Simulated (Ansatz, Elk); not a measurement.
# BaVSiH: X-ray structure factors from the self-consistent density

The structure of BaVSiH used here is made up (a known structure type with other elements) and was relaxed beforehand with PBE. The aim is the Fourier transform of its all-electron density, F(hkl), set beside the sum over free spherical atoms that refinements use.

Main program and level: Elk 11.2.3 (patched build); DFT, PBE, all-electron APW+lo, Dirac cores, scalar-relativistic bands, static density, ferromagnetic start.

The structure was built from a prototype and need not be the compound's stable phase.

## Step 1: Set-up

Symmetry: P3m1, No. 156, trigonal system. Conventional cell: a = 4.351 Å, b = 4.351 Å, c = 5.202 Å, α = 90.00°, β = 90.00°, γ = 120.00°. Nearest to Ba lie 3 H at 2.61 Å. Nearest to V lie 1 H at 1.77 Å and 3 Si at 2.52 Å. Si has 3 V at 2.52 Å nearest. H has 1 V at 1.77 Å and 3 Ba at 2.61 Å nearest. Farther neighbours are not listed.

## Step 2: Ground state and structure factors

An all-electron density is needed, since X-rays see the cores too. Task 0 finds the density and task 195 Fourier-transforms it; tshift is off so that phases refer to the origin typed.

The input, elk.in:

```
tasks
  0
  195
  196

xctype
  20

spinpol
  .true.

rgkmax
  7.0

gmaxvr
  14.0

lmaxo
  7

lmaxapw
  8

swidth
  0.002

tshift
  .false.

ramdisk
  .false.

hmaxvr
  5.5

maxscl
  120

epspot
  1e-06

reducebf
  0.8

sppath
  './'

avec
  8.22245692419 0.00000000000 0.00000000000
  -4.11122846209 7.12085657787 -0.00000000000
  0.00000000000 0.00000000000 9.83022274085

atoms
  4
  'Ba.in'
  1
  -0.0000000000 -0.0000000000 -0.0030614459   0.000000 0.000000 0.000000
  'V.in'
  1
  0.6666666667 0.3333333333 0.5230275493   0.000000 0.000000 -0.065000
  'Si.in'
  1
  0.3333333333 0.6666666667 0.4815850436   0.000000 0.000000 0.000000
  'H.in'
  1
  0.6666666667 0.3333333333 0.8627488530   0.000000 0.000000 0.000000

ngridk
  5 5 4
```

Started as:

```sh
$ OMP_NUM_THREADS=4 elk
```

Numbers of over 12 decimals in the logs are rounded to 6 here.

Output:

```text
┌─────────────────────────┐
│ Elk code version 11.2.3 │
└─────────────────────────┘

All units are atomic (Hartree, Bohr, etc.)

┌─────────────────────────────────────────────────┐
│ Ground-state run starting from atomic densities │
└─────────────────────────────────────────────────┘

Lattice vectors :
   8.222456924       0.000000000       0.000000000
  -4.111228462       7.120856578      -0.000000000
   0.000000000       0.000000000       9.830222741

Reciprocal lattice vectors :
  0.7641493735      0.4411818465      -0.000000000
   0.000000000      0.8823636930       0.000000000
  -0.000000000       0.000000000      0.6391701870

Unit cell volume      :    575.5687472
Brillouin zone volume :   0.4309653966

Muffin-tin inner radius fraction :   0.1000000000E-01

Nuclei treated as point charges

Species : 1 (Ba)
 parameters loaded from : Ba.in
 name : barium
 nuclear charge    :   -56.00000000
 electronic charge :    56.00000000
 atomic mass :    250331.8071
 muffin-tin radius :    2.800000000
 number of radial points in muffin-tin :   1393
 inner part over the whole radius :   0.9950032293E-02
 number on inner part of muffin-tin    :    996
 approximate nuclear radius :   0.9171481901E-04
 number of mesh points to nuclear radius :    504
 atomic positions (lattice), magnetic fields (Cartesian) :
  1 :   0.00000000  0.00000000  0.99693855    0.00000000  0.00000000  0.00000000

Species : 2 (V)
 parameters loaded from : V.in
 name : vanadium
 nuclear charge    :   -23.00000000
 electronic charge :    23.00000000
 atomic mass :    92860.67382
 muffin-tin radius :    2.077601738
 number of radial points in muffin-tin :    993
 inner part over the whole radius :   0.9881708338E-02
 number on inner part of muffin-tin    :    696
 approximate nuclear radius :   0.6897515165E-04
 number of mesh points to nuclear radius :    330
 atomic positions (lattice), magnetic fields (Cartesian) :
  1 :   0.66666667  0.33333333  0.52302755    0.00000000  0.00000000 -0.06500000

Species : 3 (Si)
 parameters loaded from : Si.in
 name : silicon
 nuclear charge    :   -14.00000000
 electronic charge :    14.00000000
 atomic mass :    51196.73458
 muffin-tin radius :    2.200000000
 number of radial points in muffin-tin :    793
 inner part over the whole radius :   0.9899632250E-02
 number on inner part of muffin-tin    :    553
 approximate nuclear radius :   0.5963282101E-04
 number of mesh points to nuclear radius :    246
 atomic positions (lattice), magnetic fields (Cartesian) :
  1 :   0.33333333  0.66666667  0.48158504    0.00000000  0.00000000  0.00000000

Species : 4 (H)
 parameters loaded from : H.in
 name : hydrogen
 nuclear charge    :   -1.000000000
 electronic charge :    1.000000000
 atomic mass :    1837.362221
 muffin-tin radius :    1.211934347
 number of radial points in muffin-tin :    393
 inner part over the whole radius :   0.9859257067E-02
 number on inner part of muffin-tin    :    257
 approximate nuclear radius :   0.2766748019E-04
 number of mesh points to nuclear radius :     78
 atomic positions (lattice), magnetic fields (Cartesian) :
  1 :   0.66666667  0.33333333  0.86274885    0.00000000  0.00000000  0.00000000

Total number of atoms per unit cell :    4
Total muffin-tin volume :    181.5752220
 ratio of muffin-tin to unit cell volume :   0.3154709543

Spin treatment :
 spin-polarised
 global magnetic field (Cartesian) :    0.000000000       0.000000000       0.000000000
 collinear magnetisation in z-direction

Number of Bravais lattice symmetries :   24
Number of crystal symmetries         :    6
Crystal has no inversion symmetry
Complex Hermitian eigensolver will be used

k-point grid :      5     5     4
k-point offset :    0.000000000       0.000000000       0.000000000
k-point set is reduced with full crystal symmetry group
Total number of k-points :       28

Muffin-tin radius times maximum |G+k| :    7.000000000
 using average radius
Maximum |G+k| for APW functions       :    3.377752351
[...]
┌──────────────────┐
│ Loop number : 47 │
└──────────────────┘

Energies :
 Fermi                       :     0.230693
 sum of occupied eigenvalues :     -5722.3381534753
 electron kinetic            :      9938.8416566177
 core electron kinetic       :      9584.6788636199
 Coulomb                     :     -19053.125552544
 Coulomb potential           :     -15315.814001156
 nuclear-nuclear             :     -857.33714950370
 electron-nuclear            :     -21088.441496846
 Hartree                     :      2892.6530938058
 Madelung                    :     -11395.218551966
 xc potential                :     -345.28520861914
 xc effective B-field        :    -0.80600302173616E-01
 external B-field            :      0.000000
 exchange                    :     -260.40544494368
 correlation                 :     -4.631971
 electron entropic           :    -0.48775695734629E-03
 total energy                :     -9379.3217998039
 (external B-field energy excluded from total)

Density of states at Fermi energy :    33.93115873
 (states/Hartree/unit cell)

Estimated indirect band gap :   0.5136317495E-02
 from k-point 4 to k-point 21
Estimated direct band gap   :   0.1278023112E-01
 at k-point 25

Charges :
 core                        :    56.00000000
 valence                     :    38.00000000
 interstitial                :    6.613345831
 muffin-tins (core leakage)
  species : 1 (Ba)
[...]
species : 2 (V)
[...]
species : 3 (Si)
[...]
species : 4 (H)
   atom 1                    :   0.6502435388     (   0.000000000    )
 total in muffin-tins        :    87.38665417
 total calculated charge     :    93.99826605
 total charge                :    94.00000000
 error                       :   0.1733951628E-02

Moments :
 interstitial                :   0.4129020856
 muffin-tins
  species : 1 (Ba)
[...]
species : 2 (V)
[...]
species : 3 (Si)
[...]
species : 4 (H)
[...]
total in muffin-tins        :    1.587199370
 total moment                :    2.000101455

RMS change in Kohn-Sham potential (target) :   0.8145927488E-06 (  0.1000000000E-05)
Absolute change in total energy (target)   :   0.2574397513E-06 (  0.1000000000E-03)

Convergence targets achieved

┌──────────────────┐
│ Loop number : 48 │
└──────────────────┘

Energies :
 Fermi                       :     0.230693
 sum of occupied eigenvalues :     -5722.3381534340
 electron kinetic            :      9938.8416568249
 core electron kinetic       :      9584.6788636313
 Coulomb                     :     -19053.125552725
 Coulomb potential           :     -15315.814000906
 nuclear-nuclear             :     -857.33714950370
 electron-nuclear            :     -21088.441497468
 Hartree                     :      2892.6530942462
 Madelung                    :     -11395.218552272
 xc potential                :     -345.28520902462
 xc effective B-field        :    -0.80600314956714E-01
 external B-field            :      0.000000
 exchange                    :     -260.40544498099
 correlation                 :     -4.631971
 electron entropic           :    -0.48775699993554E-03
 total energy                :     -9379.3217998145
 (external B-field energy excluded from total)

Density of states at Fermi energy :    33.93116236
 (states/Hartree/unit cell)

Estimated indirect band gap :   0.5136318484E-02
 from k-point 4 to k-point 21
Estimated direct band gap   :   0.1278023076E-01
 at k-point 25

Charges :
 core                        :    56.00000000
 valence                     :    38.00000000
 interstitial                :    6.613345797
 muffin-tins (core leakage)
  species : 1 (Ba)
   atom 1                    :    53.71372103     (  0.5061282714E-05)
  species : 2 (V)
   atom 1                    :    20.80753471     ( -0.2089159690E-06)
  species : 3 (Si)
   atom 1                    :    12.21515493     (  0.1345652247E-02)
  species : 4 (H)
   atom 1                    :   0.6502435380     (   0.000000000    )
 total in muffin-tins        :    87.38665420
 total calculated charge     :    93.99826605
 total charge                :    94.00000000
 error                       :   0.1733951630E-02

Moments :
 interstitial                :   0.4129019836
 muffin-tins
  species : 1 (Ba)
[...]
species : 2 (V)
   atom 1                    :    1.724894061
  species : 3 (Si)
   atom 1                    :  -0.1423218856
  species : 4 (H)
   atom 1                    :  -0.1425840661E-01
 total in muffin-tins        :    1.587199472
 total moment                :    2.000101455

┌──────────────────────────────┐
│ Self-consistent loop stopped │
└──────────────────────────────┘

Warning : core states of species 3 leak from the muffin-tin :   0.1345652247E-02

Wrote STATE.OUT
```

It took 5.7 min on 4 threads of Arm Neoverse V1, shared host; peak memory 0.41 GiB.

SFACRHO.OUT:

```text

h k l indices transformed by vhmat matrix:
   1.000000000       0.000000000       0.000000000    
   0.000000000       1.000000000       0.000000000    
   0.000000000       0.000000000       1.000000000    

      h      k      l  multipl.   |H|            Re(F)            Im(F)           |F|

      0      0      0      1   0.0000000       94.000000      0.12114715E-15   94.000000    
      0      0     -1      1  0.63917019       19.121125       3.2906359       19.402208    
      0      0      1      1  0.63917019       19.121125      -3.2906359       19.402208    
      0      1      0      3  0.88236369       33.265926       7.6397029       34.131904    
     -1      1      0      3  0.88236369       33.265926      -7.6397029       34.131904    
     -1      1     -1      3   1.0895431       64.878519       5.9369557       65.149595    
     -1      1      1      3   1.0895431       57.131443       6.1800451       57.464726    
      1     -1      1      3   1.0895431       64.878519      -5.9369557       65.149595    
      1     -1     -1      3   1.0895431       57.131443      -6.1800451       57.464726    
      0      0      2      1   1.2783404       71.022824      0.19338580       71.023087    
      0      0     -2      1   1.2783404       71.022824     -0.19338580       71.023087    
     -2      1      0      6   1.5282987       68.189889     -0.44650874E-08   68.189889    
      1     -1      2      3   1.5532932       25.193554       2.8624735       25.355649    
      1      0     -2      3   1.5532932       25.193554      -2.8624735       25.355649    
     -1      1      2      3   1.5532932       35.705734      -8.0516850       36.602310    
      1     -1     -2      3   1.5532932       35.705734       8.0516850       36.602310    
     -1      2      1      6   1.6565734       17.868074      -2.4128076       18.030244    
     -2      1     -1      6   1.6565734       17.868074       2.4128076       18.030244
```

Elk indexes on the primitive cell of elk.in and gives |H| = 4π sin θ/λ in inverse bohr. Below, one row stands for each form hkl of the conventional cell (m members, Friedel mates merged), F is for one primitive cell and the density is static (no thermal factor). Free-atom factors are Waasmaier and Kirfel's, and R is Σm||F|−|F'||/Σm|F|.

```tsv
hkl	m	sin θ/λ (Å⁻¹)	abs F, DFT	neutral atoms	diff.	abs of complex diff.
001	2	0.096	19.402	19.593	-0.191	0.244
100	6	0.133	34.132	34.226	-0.094	0.126
011	6	0.164	65.150	64.928	+0.222	0.397
101	6	0.164	57.465	57.563	-0.098	0.153
002	2	0.192	71.023	71.082	-0.059	0.251
110	6	0.230	68.190	68.320	-0.130	0.130
012	6	0.234	25.356	25.116	+0.240	0.240
102	6	0.234	36.602	36.718	-0.116	0.168
111	12	0.249	18.030	17.726	+0.304	0.320
200	6	0.265	29.382	29.124	+0.258	0.294
021	6	0.282	47.935	48.252	-0.317	0.329
201	6	0.282	53.766	53.929	-0.162	0.164
003	2	0.288	18.758	18.894	-0.136	0.139
112	12	0.300	59.905	60.010	-0.105	0.125
013	6	0.317	55.245	55.256	-0.011	0.073
103	6	0.317	40.474	40.393	+0.081	0.086
202	6	0.328	22.468	22.337	+0.131	0.132
022	6	0.328	32.328	32.287	+0.041	0.056
```

## Step 3: The magnetisation density

The same run holds the spin density, and task 196 transforms it. The order is that of the start, and no other was tried.

SFACMAG_1.OUT:

```text

h k l indices transformed by vhmat matrix:
   1.000000000       0.000000000       0.000000000    
   0.000000000       1.000000000       0.000000000    
   0.000000000       0.000000000       1.000000000    

      h      k      l  multipl.   |H|            Re(F)            Im(F)           |F|

      0      0      0      1   0.0000000       2.0001015      0.14730319E-16   2.0001015    
      0      0     -1      1  0.63917019      -1.6288361      0.20076189       1.6411619    
      0      0      1      1  0.63917019      -1.6288361     -0.20076189       1.6411619    
      0      1      0      3  0.88236369     -0.70455825       1.5674615       1.7185278    
     -1      1      0      3  0.88236369     -0.70455825      -1.5674615       1.7185278    
     -1      1     -1      3   1.0895431      0.73503262       1.1415271       1.3577028    
     -1      1      1      3   1.0895431      0.54364583       1.2860336       1.3962210    
      1     -1      1      3   1.0895431      0.73503262      -1.1415271       1.3577028    
      1     -1     -1      3   1.0895431      0.54364583      -1.2860336       1.3962210    
      0      0      2      1   1.2783404      0.87716622      0.33800807      0.94003725    
      0      0     -2      1   1.2783404      0.87716622     -0.33800807      0.94003725    
     -2      1      0      6   1.5282987      0.80677487     -0.53681602E-09  0.80677487    
      1     -1      2      3   1.5532932     -0.61961334      0.50804673      0.80126910    
      1      0     -2      3   1.5532932     -0.61961334     -0.50804673      0.80126910    
     -1      1      2      3   1.5532932     -0.16572510     -0.77825236      0.79570192    
      1     -1     -2      3   1.5532932     -0.16572510      0.77825236      0.79570192
```

The total moment is 2.00 μB a cell; sphere moments: Ba1 +0.02, V2 +1.72, Si3 -0.14, H4 -0.01 μB. Polarised neutrons measure spin and orbital magnetisation together; without spin-orbit coupling the run gives the spin part:

```tsv
hkl	sin θ/λ (Å⁻¹)	abs F_M (μB)
001	0.096	1.641
100	0.133	1.719
011	0.164	1.358
101	0.164	1.396
002	0.192	0.940
110	0.230	0.807
012	0.234	0.801
102	0.234	0.796
111	0.249	0.787
200	0.265	0.638
021	0.282	0.613
201	0.282	0.631
003	0.288	0.457
112	0.300	0.602
```

## Step 4: The highest occupied states alone

An energy window below the Fermi level keeps the highest occupied states, to see at which angles they scatter; shallow core shells can lie inside it and anion s states outside. No new self-consistency is needed.

elk.in, as its differences from that of step 2:

```diff
@@ -1,5 +1,3 @@
 tasks
-  0
   195
-  196
 
@@ -44,2 +42,5 @@
 
+wsfac
+  -0.136800 0.530690
+
 sppath
```

Started as:

```sh
$ OMP_NUM_THREADS=4 elk
```

Output:

```text
┌─────────────────────────────────┐
│ Elk code version 11.2.3 started │
└─────────────────────────────────┘

Info(readinput): the functional depends on the density's gradient
 muffin-tin radial points multiplied by    2.00000
 (not where nrmtscf is given)

┌────────────────────┐
│ Current task : 195 │
└────────────────────┘
Info(checkmt): changed muffin-tin radius of species 2 (V) from   2.4000 to   2.0776
Info(checkmt): changed muffin-tin radius of species 4 (H) from   1.4000 to   1.2119

Info(sfacrho): density structure factors written to SFACRHO.OUT

 Energy window :  -0.1368000000      0.5306900000

┌──────────────────┐
│ Elk code stopped │
└──────────────────┘
```

Elapsed: 12 s, on 4 threads; peak memory 0.21 GiB.

States within 10 eV below the Fermi level hold 12.00 electrons; any levels below the window count with the cores. Their amplitudes can exceed the total, where window and core parts have opposite phase:

```tsv
hkl	sin θ/λ (Å⁻¹)	abs F, window	abs F, all
001	0.096	5.143	19.402
100	0.133	2.822	34.132
011	0.164	2.332	65.150
101	0.164	0.909	57.465
002	0.192	2.148	71.023
110	0.230	1.891	68.190
012	0.234	0.971	25.356
102	0.234	0.948	36.602
111	0.249	0.886	18.030
200	0.265	1.416	29.382
```

[end of part 1 of 2]

[Logs are printed without paths, hosts, clocks, repeated set-up lines and the standing remarks that a program may print on its own settings, such as how far it seeks lower states.]

[Hosts, paths, dates, database ids (printed as entryN), source tags and the programs' standing remarks are cut or masked in the printed files.]
